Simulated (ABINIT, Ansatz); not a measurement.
Computed results, one entry a study.

## Quasiparticle gap of BaH2 (P6_3/mmc) in ABINIT

It takes space group P6_3/mmc (No. 194, hexagonal). Conventional cell: a = 4.462 Å, b = 4.462 Å, c = 6.055 Å, α = 90.00°, β = 90.00°, γ = 120.00°. Nearest to Ba lie 11 H at 2.58 to 3.03 Å. Nearest to H lie 5 Ba at 2.58 to 3.03 Å and 6 H at 2.99 Å. Nearest to H lie 6 Ba at 2.99 Å and 8 H at 2.99 to 3.03 Å. Farther neighbours, and contacts between anions beyond the nearest, are not listed.

```
method               : RPA screening on PBEsol, plane waves, norm-conserving pseudopotentials (and 2 further levels or steps)
program              : ABINIT 10.8.3
settings             : cutoff 32 Ha, PseudoDojo scalar-relativistic 0.4.1 standard, norm-conserving, ngkpt (3, 3, 4), nband 370, ecuteps 10 Ha, inclvkb 2, shiftk (0, 0, 0), symchi 1, awtr 1, frequency ppm, 3×3×4 k-mesh
cost                 : 5 runs, 9.5 min in all on 8 MPI ranks of AMD EPYC 9R45, shared host
notes                : The program’s warnings: nkpt*nsppol () is not a multiple of nproc spkpt (). The cell and positions are those that the Materials Project relaxed with its own functionals (PBE, PBE+U or r2SCAN), kept fixed. Limits: no spin-orbit coupling. The 3×3×4 mesh is coarse for this cell, which bears on the long-range parts of exchange and screening.
PBEsol gap           : 1.47 eV, indirect
G0W0 gap on the mesh : 3.11 eV
GW settings          : 3×3×4 mesh, 370 bands, screening to 272.1 eV, Godby-Needs plasmon pole
known limits         : short of the basis limit; no spin-orbit coupling; coarse k mesh
```

G0W0 moves the gap on the mesh from 1.47 eV to 3.11 eV (+1.64 eV), with Z of 0.78 and 0.82 at the edges. Local fields lower the RPA ε∞ on this mesh from 6.34 to 5.70; a Γ-centred mesh this coarse tends to raise both, most where the direct gap is narrow, while a short band sum lowers them.

[Long decimals in the printed logs are rounded to 6 places.]

[Logs are printed without paths, hosts, clocks, repeated set-up lines and the standing remarks that a program may print on its own settings, such as how far it seeks lower states.]

[Paths, hosts, dates, memory and timing lines, banners, echoed tables and standing remarks are left out of the program output; an Ansatz launch command may be rebuilt from the run's recorded settings. Measured values are a selection of at most five: reports struck by readers or far from the other reports are left out. None is set beside runs whose start may be inverted or whose files or cutoffs have a known fault.]

[Runs of the session that timed out or met a known fault of the program may be left out.]

[Hosts, paths, dates, database ids (printed as entryN), source tags and the programs' standing remarks are cut or masked in the printed files.]

[G0W0 gaps are taken among the corrected bands and points alone; a level outside them can change the order at an edge.]

[Where Ansatz stands beside ABINIT at settings called matched, ABINIT's density can come from a denser mesh and the files from another edition; pairs whose starting gaps differed by over 0.03 eV were left out, so agreement reads better than it is.]
